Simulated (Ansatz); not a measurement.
**Core levels in a random alloy: MgZr7 (Zr on 88 % of the Mg sites, one arrangement)**

Aim: core-level shifts of both metals in MgZr7 (Zr on 88 % of the Mg sites, one arrangement), site by site.

Calculated with Ansatz 0.2.0; DFT, PBE, plane-wave PAW, default files, scalar-relativistic.

**1. The structure**

It takes space group Cm (No. 8, monoclinic). Conventional cell: a = 11.119 Å, b = 10.444 Å, c = 8.492 Å, α = 90.00°, β = 130.89°, γ = 90.00°. Nearest to Zr lie 10 Zr at 3.20 to 3.21 Å and 2 Mg at 3.20 Å. Nearest to Zr lie 11 Zr at 3.20 to 3.21 Å and 1 Mg at 3.20 Å. Zr has 11 Zr at 3.20 to 3.21 Å and 1 Mg at 3.20 Å nearest. Zr has 10 Zr at 3.20 to 3.21 Å and 2 Mg at 3.20 Å nearest. Zr has 10 Zr at 3.20 to 3.21 Å and 2 Mg at 3.21 Å nearest. Nearest to Zr lie 10 Zr at 3.20 to 3.21 Å and 2 Mg at 3.21 Å. It derives from Mg. How the cell was made: random alloy; site: Mg; solute: Zr; fraction 0.875; sites picked by the rule 'random', which a small cell need not show; lattice typed at the start. Farther neighbours are not listed.

**2. Relaxation**

Atoms near a foreign or missing neighbour move off the ideal sites, so they are relaxed first.

input.yaml

```yaml
crystal:
  lattice:
    - [-4.8146907199, 2.7797629832, 5.2222037275]
    - [-4.8146907199, 2.7797629832, -5.2222037275]
    - [-3.2097938132, -5.5595259663, 5.2222037275]
  atoms:
    - { symbol: Zr, position: [0.875, 0.625, 0.75] }
    - { symbol: Zr, position: [0.375, 0.125, 0.75] }
    - { symbol: Zr, position: [0.25, 0.75, 0.5] }
    - { symbol: Zr, position: [0.75, 0.25, 0.5] }
    - { symbol: Zr, position: [0.625, 0.875, 0.25] }
    - { symbol: Zr, position: [0.125, 0.375, 0.25] }
    - { symbol: Zr, position: [0.5, 0.5, 0.0] }
    - { symbol: Zr, position: [0.0, 0.0, 0.0] }
    - { symbol: Zr, position: [0.3333333333, 0.3333333333, 0.5] }
    - { symbol: Zr, position: [0.8333333333, 0.8333333333, 0.5] }
    - { symbol: Zr, position: [0.7083333333, 0.4583333333, 0.25] }
    - { symbol: Zr, position: [0.2083333333, 0.9583333333, 0.25] }
    - { symbol: Zr, position: [0.0833333333, 0.5833333333, 0.0] }
    - { symbol: Mg, position: [0.5833333333, 0.0833333333, 0.0] }
    - { symbol: Mg, position: [0.9583333333, 0.2083333333, 0.75] }
    - { symbol: Zr, position: [0.4583333333, 0.7083333333, 0.75] }
kpoints:
  mp_grid: { grid: [4, 4, 4] }
scf:
  occupations: { method: fermi_dirac, width: 0.08 }
  n_extra_bands: 16
hamiltonian:
  xc: pbe
  pseudopotentials: { kind: paw }
output:
  forces: true
relax:
  f_tol: 0.04
  max_steps: 35
```

On the command line:

```
$ ansatz run input.yaml --threads 4 --pin off --max-ram 14336MiB --backend cpu --events-out ev --progress --plain --runs-dir out
```

Numbers of over 12 decimals in the logs are rounded to 6 here.

Log:

```text
scf.n_extra_bands = 16 over 94 filled bands (N_el = 188.0): the run solves 110 bands
Engine: ansatz 0.2.0, aarch64-unknown-linux-gnu
Pseudopotentials: kind: paw
Pseudopotential: Zr, paw, valence charge 12, recommended cutoff 420 eV (normal), Zr.paw.azcp
Pseudopotential: Mg, paw, valence charge 10, recommended cutoff 420 eV (normal), Mg.paw.azcp
Functional definition: PBE
  parameter kappa = 0.804
  parameter beta = 0.066725
  exchange = pbe_x(kappa = kappa, mu = beta*pi^2/3)
  correlation = pbe_c(beta = beta)
Crystal: 16 atoms, lattice volume = 372.759 Å³
Basis set: ecut = 420 eV, 7299 PW (Γ), exchange–correlation on 108×108×120 points (8 copies of the dense FFT grid, shifted against one another)
Bands: 110, of which v1, the nominal top of the filled ones, is band 94 counted from 1 (93 counted from 0)
Symmetry: 2 space group operations
Space group: Cm (ITA 8), of the structure as read, at distance tolerance 7.2e-5 Å
k-points: 24 of 64 (time reversal used)
Non-local potential: Zr, projectors of the file, l = 0: 3, l = 1: 2, l = 2: 2, l = 3: 2
Non-local potential: Mg, projectors of the file, l = 0: 3, l = 1: 2, l = 2: 1
PAW form: soft (Blöchl's): semilocal exchange-correlation on the pseudo side does not see the compensation charge
PAW one-centre angular grid: Zr, 590 points (default); XC on 64 Gauss nodes
PAW one-centre angular grid: Mg, 110 points (default); XC on 64 Gauss nodes
Initial density: superposition of atomic densities (neutral atoms: chi_scale 0, normalization atom), corrected by the library's trained network
Initial wavefunctions: pseudopotential atomic-orbital guess
Functional: x = pbe(κ = 0.804, μ = 0.219515), c = pbe(β = 0.066725)
SCF iter   1: F=—  HF=-62421.037968 eV  |F-HF|=—  |Δ(HF+E_count)|=         —  Δρ=4.04e-3  dr2=1.00e-1  ethr=1.77e-3  ⟨swp⟩=7.9  Hψ=11283  notcnv=0
preconditioner: auto → Kerker (q_TF=auto, 2.434 Å⁻¹)  [metal: Δε(μ)=0.003 eV  Ē_g=2.420 eV  σ=0.080 eV  W_gap=0.01  n_scr=88 (ndim 8)  ℏωp=14.9 eV  f_vac=0.000  D(μ)=17.37/eV (n_scr^D=152)]
SCF iter   2: F=—  HF=-62421.045188 eV  |F-HF|=—  |Δ(HF+E_count)|=   7.22e-3  Δρ=2.39e-3  dr2=3.01e-2  ethr=5.32e-5  ⟨swp⟩=1.8  Hψ=3159  notcnv=0
SCF iter   3: F=—  HF=-62421.041947 eV  |F-HF|=—  |Δ(HF+E_count)|=   3.24e-3  Δρ=8.21e-4  dr2=6.18e-3  ethr=1.60e-5  ⟨swp⟩=2.0  Hψ=3199  notcnv=0
SCF iter   4: F=—  HF=-62421.041174 eV  |F-HF|=—  |Δ(HF+E_count)|=   7.72e-4  Δρ=2.22e-4  dr2=5.61e-4  ethr=3.29e-6  ⟨swp⟩=2.0  Hψ=3385  notcnv=0
SCF iter   5: F=—  HF=-62421.041093 eV  |F-HF|=—  |Δ(HF+E_count)|=   8.17e-5  Δρ=1.02e-4  dr2=1.21e-4  ethr=2.98e-7  ⟨swp⟩=2.0  Hψ=3759  notcnv=0
SCF iter   6: F=-62421.041052 eV  HF=-62421.041075 eV  |F-HF|=2.32e-5  |Δ(HF+E_count)|=   1.73e-5  Δρ=4.74e-5  dr2=2.73e-5  ethr=2.13e-8  ⟨swp⟩=2.7  Hψ=8929  notcnv=0
SCF 1 converged in 6 iterations: F = -62421.041052 eV  dr2 = 2.73e-5
  greatest PAW one-centre occupation: 1.000 electrons in one spin orbital (limit 2), on the Mg atom at site 13 (counted from 0), in its partial waves of l = 0
relax step   1: F+E_penalty+E_count = -62421.04105228 eV  Δ(F+E_penalty+E_count) = +0.000e0 eV  max|allowed force component| = 1.860e-1 eV/Å  Δτ_max = 0.0000 Å  (6 SCF iters, dr2 threshold 4.00e-5 eV, accepted)
Initial density: handed on by an earlier stage of this run
Initial wavefunctions: those handed on with the density
iter 1 solved again at ethr=1.32e-4 eV; its pass at ethr=3.10e-3 eV (dr2=2.48e-1 eV) is discarded
SCF iter   1: F=—  HF=-62421.089340 eV  |F-HF|=—  |Δ(HF+E_count)|=         —  Δρ=4.15e-3  dr2=2.36e-1  ethr=1.32e-4  ⟨swp⟩=1.0  Hψ=8023  notcnv=0
preconditioner: auto → Kerker (q_TF=auto, 2.434 Å⁻¹)  [metal: Δε(μ)=0.011 eV  Ē_g=2.435 eV  σ=0.080 eV  W_gap=0.03  n_scr=88 (ndim 8)  ℏωp=14.9 eV  f_vac=0.000  D(μ)=17.33/eV (n_scr^D=152)]
SCF iter   2: F=—  HF=-62421.065456 eV  |F-HF|=—  |Δ(HF+E_count)|=   2.39e-2  Δρ=2.16e-3  dr2=4.03e-2  ethr=1.25e-4  ⟨swp⟩=1.5  Hψ=2669  notcnv=0
SCF iter   3: F=—  HF=-62421.058695 eV  |F-HF|=—  |Δ(HF+E_count)|=   6.76e-3  Δρ=8.10e-4  dr2=8.49e-3  ethr=2.14e-5  ⟨swp⟩=2.0  Hψ=3171  notcnv=0
SCF iter   4: F=—  HF=-62421.057543 eV  |F-HF|=—  |Δ(HF+E_count)|=   1.15e-3  Δρ=1.90e-4  dr2=2.51e-4  ethr=4.52e-6  ⟨swp⟩=2.0  Hψ=3362  notcnv=0
SCF iter   5: F=—  HF=-62421.057303 eV  |F-HF|=—  |Δ(HF+E_count)|=   2.39e-4  Δρ=8.40e-5  dr2=5.87e-5  ethr=1.34e-7  ⟨swp⟩=2.0  Hψ=4014  notcnv=0
SCF iter   6: F=—  HF=-62421.057296 eV  |F-HF|=—  |Δ(HF+E_count)|=   7.50e-6  Δρ=1.98e-5  dr2=3.12e-6  ethr=3.12e-8  ⟨swp⟩=2.0  Hψ=3758  notcnv=0
SCF iter   7: F=-62421.057295 eV  HF=-62421.057296 eV  |F-HF|=7.59e-7  |Δ(HF+E_count)|=   3.48e-7  Δρ=8.22e-6  dr2=8.74e-7  ethr=1.15e-9  ⟨swp⟩=4.0  Hψ=8721  notcnv=0
SCF 2 converged in 7 iterations: F = -62421.057295 eV  dr2 = 8.74e-7
  greatest PAW one-centre occupation: 1.000 electrons in one spin orbital (limit 2), on the Mg atom at site 14 (counted from 0), in its partial waves of l = 0
relax step   2: F+E_penalty+E_count = -62421.05729482 eV  Δ(F+E_penalty+E_count) = -1.624e-2 eV  max|allowed force component| = 2.154e-1 eV/Å  Δτ_max = 0.0801 Å  (7 SCF iters, dr2 threshold 2.16e-6 eV, accepted)
SCF iter   1: F=—  HF=-62421.083625 eV  |F-HF|=—  |Δ(HF+E_count)|=         —  Δρ=1.72e-3  dr2=3.98e-2  ethr=1.90e-4  ⟨swp⟩=3.0  Hψ=4449  notcnv=0
preconditioner: auto → Kerker (q_TF=auto, 2.434 Å⁻¹)  [metal: Δε(μ)=0.004 eV  Ē_g=2.431 eV  σ=0.080 eV  W_gap=0.01  n_scr=88 (ndim 8)  ℏωp=14.9 eV  f_vac=0.000  D(μ)=17.23/eV (n_scr^D=152)]
SCF iter   2: F=—  HF=-62421.079733 eV  |F-HF|=—  |Δ(HF+E_count)|=   3.89e-3  Δρ=8.85e-4  dr2=7.05e-3  ethr=2.12e-5  ⟨swp⟩=1.1  Hψ=3050  notcnv=0
SCF iter   3: F=—  HF=-62421.078579 eV  |F-HF|=—  |Δ(HF+E_count)|=   1.15e-3  Δρ=3.28e-4  dr2=1.43e-3  ethr=3.75e-6  ⟨swp⟩=2.0  Hψ=3168  notcnv=0
SCF iter   4: F=—  HF=-62421.078156 eV  |F-HF|=—  |Δ(HF+E_count)|=   4.23e-4  Δρ=7.79e-5  dr2=4.54e-5  ethr=7.60e-7  ⟨swp⟩=2.0  Hψ=3369  notcnv=0
SCF iter   5: F=—  HF=-62421.078151 eV  |F-HF|=—  |Δ(HF+E_count)|=   4.95e-6  Δρ=3.53e-5  dr2=1.04e-5  ethr=2.41e-8  ⟨swp⟩=2.0  Hψ=3899  notcnv=0
SCF iter   6: F=-62421.078149 eV  HF=-62421.078150 eV  |F-HF|=4.47e-7  |Δ(HF+E_count)|=   1.42e-6  Δρ=1.09e-5  dr2=7.85e-7  ethr=1.54e-9  ⟨swp⟩=4.0  Hψ=8023  notcnv=0
SCF 3 converged in 6 iterations: F = -62421.078149 eV  dr2 = 7.85e-7
relax step   3: F+E_penalty+E_count = -62421.07814930 eV  Δ(F+E_penalty+E_count) = -2.085e-2 eV  max|allowed force component| = 1.466e-2 eV/Å  Δτ_max = 0.0306 Å  (6 SCF iters, dr2 threshold 2.90e-6 eV, accepted)
iter 1 solved again at ethr=4.17e-10 eV; its pass at ethr=3.10e-3 eV (dr2=7.84e-7 eV) is discarded
SCF iter   1: F=—  HF=-62421.078152 eV  |F-HF|=—  |Δ(HF+E_count)|=         —  Δρ=1.09e-5  dr2=7.84e-7  ethr=4.17e-10  ⟨swp⟩=1.1  Hψ=6293  notcnv=0
preconditioner: auto → Kerker (q_TF=auto, 2.434 Å⁻¹)  [metal: Δε(μ)=0.002 eV  Ē_g=2.430 eV  σ=0.080 eV  W_gap=0.01  n_scr=88 (ndim 8)  ℏωp=14.9 eV  f_vac=0.000  D(μ)=17.24/eV (n_scr^D=152)]
SCF iter   2: F=—  HF=-62421.078150 eV  |F-HF|=—  |Δ(HF+E_count)|=   2.73e-6  Δρ=6.82e-6  dr2=2.91e-7  ethr=4.17e-10  ⟨swp⟩=1.0  Hψ=2640  notcnv=0
SCF iter   3: F=-62421.078150 eV  HF=-62421.078150 eV  |F-HF|=5.46e-8  |Δ(HF+E_count)|=   5.28e-8  Δρ=2.64e-6  dr2=7.50e-8  ethr=5.32e-11  ⟨swp⟩=2.2  Hψ=8457  notcnv=0
SCF 4 converged in 3 iterations: F = -62421.078150 eV  dr2 = 7.50e-8
relax step   4: F+E_penalty+E_count = -62421.07814955 eV  Δ(F+E_penalty+E_count) = -2.525e-7 eV  max|allowed force component| = 1.463e-2 eV/Å  Δτ_max = 0.0000 Å  (3 SCF iters, accepted)
SCF converged after 3 iterations
Free energy (F): -62421.078150 eV
Harris-Foulkes:  -62421.078150 eV  (|F-HF|=5.46e-8)
Internal energy: -62420.709465 eV  (E = F + TS)
E sigma→0 (E₀):  -62420.893808 eV
Entropy (-TS):   -0.368684 eV (-23.043 meV/atom)
Fermi energy:    12.771301 eV
--- Per-component energies (eV) ---
  E_band       = -2100.585716
  E_kinetic    = 4801.596271
  E_local      = -12074.266273  (includes V_loc(G=0)·N_el)
  E_nonlocal   = 1319.497521
  E_hartree    = 3887.314640
  E_xc         = -2315.359938
  E_vxc        = -2740.008592  (∫ρ·V_xc dr)
  E_paw        = -41941.697588  (= ΣΔE_a)
  E_vpaw       = -1182.033064  (= ΣTr[D̂ρ^β])
  E_aug_tail   = 0.000336  (compensation charges beyond the density's cutoff)
  E_ewald      = -16097.794434
  E_smearing   = -0.368684  (= −TS)
  E_closure    = 0.000000  (closes the sum)
  Σ components = -62421.078150   (vs F -62421.078150, Δ=0.00e0)
--- Forces (eV/Å), atoms counted from 1 ---
  atom   1  Zr     0.00679933    -0.00441001     0.00224607
  atom   2  Zr     0.00679933    -0.00441001    -0.00224607
  atom   3  Zr    -0.00627071    -0.00137232     0.00003023
  atom   4  Zr    -0.00627071    -0.00137232    -0.00003023
  atom   5  Zr     0.01462597    -0.00441845    -0.00388777
  atom   6  Zr     0.01462597    -0.00441845     0.00388777
  atom   7  Zr    -0.01106745    -0.00126670     0.00540583
  atom   8  Zr    -0.01106745    -0.00126670    -0.00540583
  atom   9  Zr     0.00764668    -0.00403590     0.00000000
  atom  10  Zr     0.00690350     0.01225912     0.00000000
  atom  11  Zr     0.00726324     0.01290930     0.00000000
  atom  12  Zr    -0.01455059    -0.00771463     0.00000000
  atom  13  Zr    -0.00787979     0.00136819     0.00000000
  atom  14  Mg    -0.00582297     0.01211991     0.00000000
  atom  15  Mg     0.00031827    -0.00766602     0.00000000
  atom  16  Zr    -0.00208986     0.00367266     0.00000000
  max |Σ_I F_I| component: 3.72e-5 eV/Å
--- Relaxed structure (4 steps of the walk, 4 accepted, 0 SCFs on fresh bases) ---
  F+E_penalty+E_count = -62421.07814955 eV   max|allowed force component| = 1.463e-2 eV/Å
  atoms:
    - { symbol: Zr, position: [0.875976, 0.618444, 0.749939] }
    - { symbol: Zr, position: [0.368505, 0.125915, 0.749939] }
    - { symbol: Zr, position: [0.251089, 0.750482, 0.501306] }
    - { symbol: Zr, position: [0.749177, 0.252395, 0.501306] }
    - { symbol: Zr, position: [0.624952, 0.876628, 0.248693] }
    - { symbol: Zr, position: [0.127936, 0.373645, 0.248693] }
    - { symbol: Zr, position: [0.497448, 0.502654, 0.00289853] }
    - { symbol: Zr, position: [-0.000244178, 0.000346545, 0.00289853] }
    - { symbol: Zr, position: [0.339356, 0.334540, 0.495184] }
    - { symbol: Zr, position: [0.832463, 0.830992, 0.498529] }
    - { symbol: Zr, position: [0.710014, 0.462904, 0.252890] }
    - { symbol: Zr, position: [0.207769, 0.956977, 0.249208] }
    - { symbol: Zr, position: [0.081034, 0.583314, 0.0022798] }
    - { symbol: Mg, position: [0.588366, 0.081089, -0.0072772] }
    - { symbol: Mg, position: [0.957887, 0.203374, 0.745487] }
    - { symbol: Zr, position: [0.454939, 0.712966, 0.758027] }
```

Run time: 62 s. Hardware: 4 threads of Arm Neoverse V2, shared host; peak memory 1.5 GiB; 4 min of CPU time.

Relaxation path:

```tsv
step	energy less that of the first step (eV)	largest force component (eV/Å)
1	0.0000	0.1860
2	-0.0162	0.2154
3	-0.0371	0.0147
4	-0.0371	0.0146
```

The run keeps the 2 symmetry operations that it works with, so distortions that break them were not tested.

The atoms that moved most (Å):

```tsv
atom	dx	dy	dz	length
Zr16	-0.032	-0.041	0.000	0.052
Zr9	-0.019	0.047	0.000	0.051
Zr2	0.027	-0.015	-0.039	0.050
Zr1	0.027	-0.015	0.039	0.050
Mg14	0.010	0.048	0.000	0.049
Mg15	0.041	0.010	0.000	0.042
Zr11	-0.039	0.001	0.000	0.039
Zr8	-0.010	-0.016	0.012	0.022
```

Numbers from this step:

- free energy: -62421.0781 eV
- energy at zero smearing: -62420.8938 eV
- smearing term TS: 0.3687 eV
- Fermi energy: 12.77 eV
- symmetry operations: 2

The relaxation ends 2.3 meV an atom lower, with a largest force component of 0.015 eV/Å.

[end of part 1 of 3]

[Logs are printed without paths, hosts, clocks, repeated set-up lines and the standing remarks that a program may print on its own settings, such as how far it seeks lower states.]

[Hosts, paths, dates, database ids (printed as entryN), source tags and the programs' standing remarks are cut or masked in the printed files.]

[Maps of the electrostatic potential energy from Ansatz leave out the sawtooth potential of an applied field or a dipole correction, so their vacuum need not be flat; work functions include it.]
